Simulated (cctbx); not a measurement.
# PrCu2Ni9 with cctbx, script by script

Library: cctbx 2025.11. The data are simulated by the first script.

## 1. Simulate the data

run.py:

```python
from cctbx import adptbx, crystal, miller, sgtbx, xray
from cctbx.array_family import flex
from iotbx.shelx import hklf
from scitbx import matrix
import scitbx.random

cs = crystal.symmetry(unit_cell=(4.574, 4.574, 22.522, 90, 90, 120), space_group_symbol='Hall: -R 3 2"')  # R-3m
atoms = [  # label, site, U (iso, or U11 U22 U33 U12 U13 U23 in A^2), occupancy
    ("Pr1", (0, 0, 0), (0.0029, 0.0029, 0.0025, 0.0014, -0.0000, 0.0000), 1),
    ("Cu1", (1/3, 2/3, 0.81197), (0.0058, 0.0058, 0.0056, 0.0029, 0.0000, 0.0000), 1),
    ("Ni1", (0.33873, 0.16937, 0.75167), (0.0038, 0.0042, 0.0039, 0.0019, -0.0000, -0.0000), 1),
    ("Ni2", (2/3, 1/3, 0.83333), (0.0050, 0.0050, 0.0065, 0.0025, 0.0000, -0.0000), 1),
    ("Ni3", (1/3, 2/3, 0), (0.0054, 0.0054, 0.0121, 0.0027, 0.0000, 0.0000), 1),
]
xs = xray.structure(crystal_symmetry=cs)
for label, site, u, occ in atoms:
    u = adptbx.u_cif_as_u_star(cs.unit_cell(), u) if isinstance(u, tuple) else u
    xs.add_scatterer(xray.scatterer(label, site=site, u=u, occupancy=occ))
xs.set_inelastic_form_factors(0.4959, "sasaki")
xs.show_summary()
p1 = xs.expand_to_p1()
ms = miller.build_set(p1, anomalous_flag=True, d_min=0.7)
flex.set_random_seed(932943)
scitbx.random.set_random_seed(932943)
ms = ms.select(flex.random_double(ms.size()) < 0.95)
i = ms.structure_factors_from_scatterers(p1, algorithm="direct").f_calc().as_intensity_array().data()
i = i * 70000 / flex.max(i)
sig = flex.sqrt(i + flex.pow2(0.02 * i) + 2 ** 2)
noise = scitbx.random.variate(scitbx.random.normal_distribution())(i.size())
data = ms.array(data=i + sig * noise, sigmas=sig).set_observation_type_xray_intensity()
with open("data.hkl", "w") as f:
    data.export_as_shelx_hklf(f)
print("reflections written:", data.size(), " <I/sigma> = %.1f" % flex.mean(data.data() / data.sigmas()))
for h, a, b in list(data.sort("data"))[:12]:
    print("%4d%4d%4d %9.1f %7.1f" % (h + (a, b)))
```

```console
$ python run.py
```

```text
Number of scatterers: 5
At special positions: 5
Unit cell: (4.574, 4.574, 22.522, 90, 90, 120)
Space group: R -3 m :H (No. 166)
reflections written: 4777  <I/sigma> = 9.7
   0   0 -12   70186.1  1424.8
   0   0  12   70082.0  1424.8
   2   2   0   53376.6  1070.5
   2  -4   0   53077.8  1070.5
  -2   4   0   53041.9  1070.5
   4  -2   0   52806.5  1070.5
  -2  -2   0   52559.2  1070.5
  -4   2   0   51719.2  1070.5
  -1  -1   6   45266.4   917.3
   2  -1  -6   44961.3   917.3
   1   1   6   44952.9   917.3
  -1  -1  -6   44930.6   917.3
```

It took 0.22 s on 1 thread of Arm Neoverse V2, with other jobs on the host, peak memory 0.07 GiB.

## 2. Symmetry

run.py:

```python
from cctbx import crystal, sgtbx, statistics
from cctbx.array_family import flex
from iotbx.shelx import hklf

p1 = crystal.symmetry(unit_cell=(4.574, 4.574, 22.522, 90, 90, 120), space_group_symbol="P 1")
raw = hklf.reader(file_name="data.hkl").as_miller_arrays(crystal_symmetry=p1, anomalous=True)[0]
print(raw.size(), "reflections to d = %.3f A" % raw.d_min())
isig = raw.data() / raw.sigmas()
print("centring   violations  <I/sigma> of those")
best = "P"
for c in "ABCIRF":
    a = raw.customized_copy(space_group_info=sgtbx.space_group_info("Hall: %s 1" % c)).sys_absent_flags().data()
    m = flex.mean(isig.select(a))
    print("%5s %10d of %5d %8.1f" % (c, (isig.select(a) > 4).count(True), a.count(True), m))
    if (isig.select(a) > 4).count(True) < 0.01 * a.count(True):
        best = c
raw = raw.select(~raw.customized_copy(space_group_info=sgtbx.space_group_info("Hall: %s 1" % best)).sys_absent_flags().data())
isig = raw.data() / raw.sigmas()
rows = []
for s in sgtbx.space_group_symbol_iterator():
    g = sgtbx.space_group(s)
    if g.conventional_centring_type_symbol() != best or not g.is_compatible_unit_cell(p1.unit_cell(), 1e-3, 0.02):
        continue
    rows.append((s, g))
print("Laue class    unique    Rint  (classes that these axes allow; Friedel mates merged)")
rint = {}
for s, g in rows:
    laue = g.build_derived_patterson_group()
    key = laue.type().hall_symbol()
    if key not in rint:
        m = raw.customized_copy(space_group_info=laue.info(), anomalous_flag=False).merge_equivalents()
        rint[key] = m.r_int()
        print("%-14s %6d %7.3f" % (laue.type().lookup_symbol(), m.array().size(), m.r_int()))
floor = min(rint.values())
good = [(s, g) for s, g in rows if rint[g.build_derived_patterson_group().type().hall_symbol()] < 2 * floor + 0.03]
top = max(g.build_derived_patterson_group().order_z() for s, g in good)
print("space group    extra absences  I>4sigma  <I/sigma>")
for s, g in good:
    laue = g.build_derived_patterson_group()
    if laue.order_z() != top:
        continue
    a = raw.customized_copy(space_group_info=g.info()).sys_absent_flags().data()
    a &= ~raw.customized_copy(space_group_info=laue.info()).sys_absent_flags().data()
    bad = (isig.select(a) > 4).count(True)
    if bad <= 0.03 * a.count(True):
        print("%-16s %8d %10d %9s  %s" % (s.universal_hermann_mauguin(), a.count(True), bad, "%.1f" % flex.mean(isig.select(a)) if a.count(True) else "-", "centric" if g.is_centric() else "acentric"))
laue = max(good, key=lambda t: t[1].build_derived_patterson_group().order_z())[1].build_derived_patterson_group()
f = raw.customized_copy(space_group_info=laue.info(), anomalous_flag=False).merge_equivalents().array().eliminate_sys_absent().f_sq_as_f()
f.set_observation_type_xray_amplitude()
bins = max(3, min(8, f.size() // 12))
f.setup_binner(n_bins=bins)
w = statistics.wilson_plot(f, {e: n / laue.order_z() for e, n in {'Pr': 3.0, 'Cu': 6.0, 'Ni': 27.0}.items()}, e_statistics=True)
print("Wilson B = %.2f A^2   <|E^2-1|> = %.3f (0.968 centric, 0.736 acentric)   E^2>4: %.1f %%" % (w.wilson_b, w.mean_e_sq_minus_1, w.percent_e_sq_gt_2))
print("shell (A)         n   <I/sigma>")
m = raw.customized_copy(space_group_info=laue.info(), anomalous_flag=False).merge_equivalents().array().eliminate_sys_absent()
for b in m.setup_binner(n_bins=bins).range_used():
    sel = m.binner().selection(b)
    print("%5.2f - %4.2f %6d %8.1f" % (min(m.binner().bin_d_range(b)[0] if m.binner().bin_d_range(b)[0] > 0 else 99, 99), m.binner().bin_d_range(b)[1], sel.count(True), flex.mean((m.data() / m.sigmas()).select(sel))))
```

```console
$ python run.py
```

```text
4777 reflections to d = 0.701 A
centring   violations  <I/sigma> of those
    A        779 of  2400     10.2
    B        767 of  2392     10.1
    C        744 of  2374      9.1
    I        773 of  2388     10.2
    R          0 of  3169     -0.0
    F       1145 of  3583      9.8
Laue class    unique    Rint  (classes that these axes allow; Friedel mates merged)
R -3 :H           290   0.017
R -3 m :H         194   0.017
space group    extra absences  I>4sigma  <I/sigma>
R 3 2 :H                0          0         -  acentric
R 3 m :H                0          0         -  acentric
R -3 m :H               0          0         -  centric
Wilson B = 0.36 A^2   <|E^2-1|> = 0.789 (0.968 centric, 0.736 acentric)   E^2>4: 3.6 %
shell (A)         n   <I/sigma>
 7.51 - 1.40     32     74.9
 1.40 - 1.11     22     83.7
 1.11 - 0.97     27     82.4
 0.97 - 0.89     21     77.2
 0.89 - 0.82     22     79.0
 0.82 - 0.77     20     78.2
 0.77 - 0.73     25     70.1
 0.73 - 0.70     25     77.9
```

Time: 0.21 s.

## 3. Charge flipping

run.py:

```python
import itertools
from cctbx import crystal, maptbx
from cctbx.array_family import flex
from iotbx.shelx import hklf
from smtbx.ab_initio import charge_flipping as cf

cs = crystal.symmetry(unit_cell=(4.574, 4.574, 22.522, 90, 90, 120), space_group_symbol='Hall: -R 3 2"')  # R-3m
raw = hklf.reader(file_name="data.hkl").as_miller_arrays(crystal_symmetry=cs, anomalous=True)[0]
merged = raw.eliminate_sys_absent().merge_equivalents()
fo2 = merged.array().set_observation_type_xray_intensity()
f = fo2.average_bijvoet_mates().f_sq_as_f().resolution_filter(d_min=0.8)
p1 = f.expand_to_p1()
p1.setup_binner_counting_sorted(reflections_per_bin=max(40, p1.size() // 12))
work = p1.array(data=p1.data() / p1.amplitude_quasi_normalisations().data())
flex.set_random_seed(59548)
it = cf.weak_reflection_improved_iterator(delta=None, weak_reflection_fraction=0.2)
it.start(work, phases=flex.random_double(p1.size()) * 6.2832, f_000=0)
it.delta = 1.1 * it.rho_map.sigma()
print("cycle      R  skewness")
for n, st in enumerate(itertools.islice(it, 6)):
    if n % 1 == 0:
        print("%5d %6.3f %8.2f" % (n, st.r1_factor(), st.rho_map.skewness()))
rho = p1.phase_transfer(it.f_calc).fft_map().apply_volume_scaling()
polish = cf.low_density_elimination_iterator(constant_rho_c=rho.sigma())
polish.start(f_obs=p1, phases=it.f_calc, f_000=0)
for _ in range(8):
    next(polish)
print("origin shift          correlation  skewness")
maps = []
for fc, shift, cc in itertools.islice(cf.f_calc_symmetrisations(f, polish.f_calc, 0), 4):
    m = f.phase_transfer(fc).fft_map(symmetry_flags=maptbx.use_space_group_symmetry, resolution_factor=0.25).apply_sigma_scaling()
    maps.append((m.skewness(), cc, m))
    print("%6.3f %6.3f %6.3f %10.3f %9.2f" % (tuple(shift) + (cc, m.skewness())))
skew, cc, m = max((t for t in maps if t[1] > maps[0][1] - 0.04), key=lambda t: t[0])
print("taken: symmetry correlation %.3f, skewness %.2f" % (cc, skew))
peaks = m.peak_search(parameters=maptbx.peak_search_parameters(min_distance_sym_equiv=0.9, max_clusters=10)).all()
sps = cs.special_position_settings(min_distance_sym_equiv=0.5)
print("peak      x       y       z  mult  height/sigma")
for k, (x, h) in enumerate(zip(peaks.sites(), peaks.heights())):
    ss = sps.site_symmetry(x)
    print("Q%-3d %7.4f %7.4f %7.4f %4d %8.1f" % ((k + 1,) + tuple(t % 1 for t in ss.exact_site()) + (ss.multiplicity(), h)))
```

```console
$ python run.py
```

```text
cycle      R  skewness
    0  0.580     0.17
    1  0.596     0.46
    2  0.547     0.74
    3  0.516     0.87
    4  0.514     1.07
    5  0.504     1.00
origin shift          correlation  skewness
-0.012  0.371  0.199      0.899      1.88
-0.014  0.363  0.367      0.896      1.38
-0.012  0.372  0.283      0.901      1.47
 0.000  0.823  0.032      0.843      1.72
taken: symmetry correlation 0.899, skewness 1.88
peak      x       y       z  mult  height/sigma
Q1    0.0000  0.0000  0.1759    6     10.4
Q2    0.0000  0.0000  0.5000    3      8.0
Q3    0.0160  0.5080  0.5780   18      5.2
Q4    0.0000  0.0000  0.3512    6      5.1
Q5    0.0260  0.5130  0.2671   18      2.8
Q6    0.0000  0.0000  0.0216    6      2.7
Q7    0.0700  0.5350  0.9136   18      2.4
Q8    0.0370  0.3032  0.5557   36      2.0
Q9    0.0000  0.5000  0.5000    9      1.9
Q10   0.0309  0.5154  0.1445   18      1.5
```

Time: 0.26 s.

This run holds a fault made on purpose: far too few cycles.

## 4. Charge flipping

run.py, as its changes from the last script of this kind:

```diff
@@ -20,2 +20,2 @@
-for n, st in enumerate(itertools.islice(it, 6)):
-    if n % 1 == 0:
+for n, st in enumerate(itertools.islice(it, 200)):
+    if n % 16 == 0:
```

```console
$ python run.py
```

```text
cycle      R  skewness
    0  0.580     0.17
   16  0.429     2.31
   32  0.417     2.21
   48  0.419     2.29
   64  0.432     2.16
   80  0.432     2.19
   96  0.420     2.36
  112  0.443     2.22
  128  0.444     2.49
  144  0.441     2.34
  160  0.441     2.11
  176  0.430     2.17
  192  0.434     2.26
origin shift          correlation  skewness
 0.130  0.004  0.466      0.975      4.66
 0.136  0.001  0.548      0.945      3.05
 0.130  0.004  0.383      0.973      4.77
 0.140  0.021  0.143      0.932      3.32
taken: symmetry correlation 0.973, skewness 4.77
peak      x       y       z  mult  height/sigma
Q1    0.0000  0.0000  0.0737    6     13.4
Q2    0.0000  0.5000  0.0000    9     10.3
Q3    0.0000  0.0000  0.4149    6      7.3
Q4    0.0000  0.0000  0.2454    6      4.0
Q5    0.0073  0.5036  0.1621   18      2.7
Q6    0.0144  0.5072  0.4786   18      1.3
Q7    0.0000  0.0000  0.3093    6      1.1
Q8    0.0820  0.1640  0.6496   18      1.1
Q9    0.0263  0.5131  0.5659   18      1.0
Q10   0.1091  0.2183  0.3846   18      0.9
```

Time: 0.32 s.

## 5. Refinement (model from the peaks)

run.py:

```python
import math
from cctbx import adptbx, crystal, maptbx, sgtbx, xray
from cctbx.array_family import flex
from cctbx.xray import observations
from iotbx.shelx import hklf
from scitbx.lstbx import normal_eqns_solving
from smtbx import absolute_structure, utils
from smtbx.refinement import constraints, least_squares

cs = crystal.symmetry(unit_cell=(4.574, 4.574, 22.522, 90, 90, 120), space_group_symbol='Hall: -R 3 2"')  # R-3m
atoms = [  # label, site, U (iso, or U11 U22 U33 U12 U13 U23 in A^2), occupancy
    ("Cu1", (0, 0, 0.0737), 0.0200, 1),
    ("Ni1", (0, 0.5, 0), 0.0200, 1),
    ("Ni2", (0, 0, 0.4149), 0.0200, 1),
]
xs = xray.structure(crystal_symmetry=cs)
for label, site, u, occ in atoms:
    u = adptbx.u_cif_as_u_star(cs.unit_cell(), u) if isinstance(u, tuple) else u
    xs.add_scatterer(xray.scatterer(label, site=site, u=u, occupancy=occ))
xs.set_inelastic_form_factors(0.4959, "sasaki")
raw = hklf.reader(file_name="data.hkl").as_miller_arrays(crystal_symmetry=cs, anomalous=True)[0]
merged = raw.eliminate_sys_absent().merge_equivalents()
fo2 = merged.array().set_observation_type_xray_intensity()
print("Rint %.3f, %d unique reflections to %.2f A" % (merged.r_int(), fo2.size(), fo2.d_min()))
for sc in xs.scatterers():
    sc.flags.set_grad_site(True)
    sc.flags.set_grad_u_aniso(sc.flags.use_u_aniso())
    sc.flags.set_grad_u_iso(sc.flags.use_u_iso())
obs = fo2.as_xray_observations()
extra = {}
rep = constraints.reparametrisation(xs, [], utils.connectivity_table(xs), **extra)
ls = least_squares.crystallographic_ls(obs, rep, weighting_scheme=least_squares.mainstream_shelx_weighting(a=0, b=0))
print("cycle     R1     wR2    GooF  max shift (A)")
for cycle in range(6):
    ls.build_up()
    r1, wr2, goof = ls.r1_factor(cutoff_factor=2)[0], ls.wR2(), ls.goof()
    old = xs.sites_cart()
    normal_eqns_solving.levenberg_marquardt_iterations(ls, n_max_iterations=3, tau=0.0001, step_threshold=1e-7)
    big = flex.max((xs.sites_cart() - old).norms())
    print("%4d %7.4f %7.4f %7.3f %9.5f" % (cycle + 1, r1, wr2, goof, big))
    ls.build_up(objective_only=True)
    if abs(ls.wR2() - wr2) < 5e-5 and big < 5e-4:
        break
ls.build_up()
print("final R1 %.4f wR2 %.4f GooF %.3f  parameters %d  data/parameter %.1f" % (ls.r1_factor(cutoff_factor=2)[0], ls.wR2(), ls.goof(), ls.n_parameters, fo2.size() / ls.n_parameters))
cov = ls.covariance_matrix_and_annotations()
su = dict(zip(cov.annotations, (math.sqrt(max(v, 0)) for v in cov.matrix.matrix_packed_u_diagonal())))
a2 = cs.unit_cell().reciprocal_parameters()[0] ** -2
print("atom        x        y        z      Ueq    occ   su(xyz)  su(Uiso or U11)")
for sc in xs.scatterers():
    s = max(su.get(sc.label + k, 0) for k in (".x", ".y", ".z"))
    npd = "" if sc.is_positive_definite_u(cs.unit_cell()) else "  NPD"
    print("%-5s %8.5f %8.5f %8.5f %8.4f %6.3f %8.5f %7.4f%s" % ((sc.label,) + sc.site + (sc.u_iso_or_equiv(cs.unit_cell()), sc.occupancy, s, su.get(sc.label + ".uiso", su.get(sc.label + ".u11", 0) * a2), npd)))
fo = fo2.f_sq_as_f()
fc = fo.structure_factors_from_scatterers(xs, algorithm="direct").f_calc()
diff = fo.f_obs_minus_f_calc(1 / math.sqrt(ls.scale_factor()), fc).average_bijvoet_mates()
m = diff.fft_map(symmetry_flags=maptbx.use_space_group_symmetry, resolution_factor=0.25).apply_volume_scaling()
print("difference map: max %.2f min %.2f rms %.2f" % (m.statistics().max(), m.statistics().min(), m.statistics().sigma()))
peaks = m.peak_search(parameters=maptbx.peak_search_parameters(min_distance_sym_equiv=0.6, max_clusters=7)).all()
near = xs.closest_distances(peaks.sites(), distance_cutoff=4)
sps = cs.special_position_settings(min_distance_sym_equiv=0.5)
for k, (x, h) in enumerate(zip(peaks.sites(), peaks.heights())):
    ss = sps.site_symmetry(x)
    print("Q%-3d %7.4f %7.4f %7.4f %4d %7.2f  %.2f A from %s" % ((k + 1,) + tuple(t % 1 for t in ss.exact_site()) + (ss.multiplicity(), h, near.smallest_distances[k], xs.scatterers()[near.i_seqs[k]].label)))
```

```console
$ python run.py
```

```text
Rint 0.017, 194 unique reflections to 0.70 A
cycle     R1     wR2    GooF  max shift (A)
   1  0.6676  0.9154  79.804   0.10001
   2  0.5570  0.8388  73.128   0.00832
   3  0.5558  0.8374  73.002   0.00450
   4  0.5552  0.8370  72.969   0.00281
   5  0.5550  0.8368  72.953   0.00180
   6  0.5548  0.8367  72.944   0.00120
final R1 0.5548 wR2 0.8367 GooF 72.940  parameters 5  data/parameter 38.8
atom        x        y        z      Ueq    occ   su(xyz)  su(Uiso or U11)
Cu1    0.00000  0.00000  0.07895   0.0001  1.000  0.00150  0.0048
Ni1    0.00000  0.50000  0.00000   0.0001  1.000  0.00000  0.0052
Ni2    0.00000  0.00000  0.41420   0.0001  1.000  0.00140  0.0059
difference map: max 179.26 min -42.85 rms 13.06
Q1    0.0000  0.0000  0.0765    6  181.55  0.05 A from Cu1
Q2    0.0000  0.5000  0.0000    9  136.61  0.00 A from Ni1
Q3    0.0000  0.0000  0.4133    6  114.72  0.02 A from Ni2
Q4    0.0000  0.0000  0.2245    6   87.33  2.71 A from Ni2
Q5    0.0000  0.0000  0.2636    6   65.96  2.05 A from Ni1
Q6    0.0068  0.5034  0.1695   18   51.71  2.27 A from Ni2
Q7    0.0000  0.0000  0.1945    6   47.67  2.60 A from Cu1
```

Time: 0.5 s.

Figures of merit this high mean that the model is still wrong or incomplete.

## 6. Charge flipping

run.py, as its changes from the last script of this kind:

```diff
@@ -13,3 +13,2 @@
-p1.setup_binner_counting_sorted(reflections_per_bin=max(40, p1.size() // 12))
-work = p1.array(data=p1.data() / p1.amplitude_quasi_normalisations().data())
-flex.set_random_seed(59548)
+work = p1
+flex.set_random_seed(59549)
@@ -20,2 +19,2 @@
-for n, st in enumerate(itertools.islice(it, 200)):
-    if n % 16 == 0:
+for n, st in enumerate(itertools.islice(it, 400)):
+    if n % 33 == 0:
```

```console
$ python run.py
```

```text
cycle      R  skewness
    0  0.581     0.34
   33  0.269     3.06
   66  0.252     2.92
   99  0.243     2.89
  132  0.242     2.84
  165  0.239     2.88
  198  0.230     2.78
  231  0.242     2.85
  264  0.213     2.84
  297  0.248     2.86
  330  0.228     2.78
  363  0.236     2.81
  396  0.224     2.86
origin shift          correlation  skewness
 0.204  0.036  0.211      0.927      1.86
 0.231  0.028  0.033      0.912      1.83
 0.210  0.034  0.126      0.922      1.95
 0.234  0.020  0.449      0.913      1.92
taken: symmetry correlation 0.922, skewness 1.95
peak      x       y       z  mult  height/sigma
Q1    0.0000  0.0000  0.3370    6      8.9
Q2    0.0000  0.0000  0.0000    3      7.1
Q3    0.0000  0.0000  0.1717    6      6.8
Q4    0.0184  0.5092  0.2478   18      6.6
Q5    0.0249  0.5125  0.1116   18      3.3
Q6    0.9883  0.4941  0.1688   18      2.6
Q7    0.0108  0.5054  0.5873   18      1.8
Q8    0.0000  0.5000  0.0000    9      1.7
Q9    0.1092  0.2183  0.0444   18      1.2
Q10   0.0000  0.0000  0.5000    3      1.2
```

Run time: 0.34 s on 1 thread of Arm Neoverse V2, on a shared host, peak memory 0.08 GiB.

[Logs are printed without paths, hosts, clocks, repeated set-up lines and the standing remarks that a program may print on its own settings, such as how far it seeks lower states.]
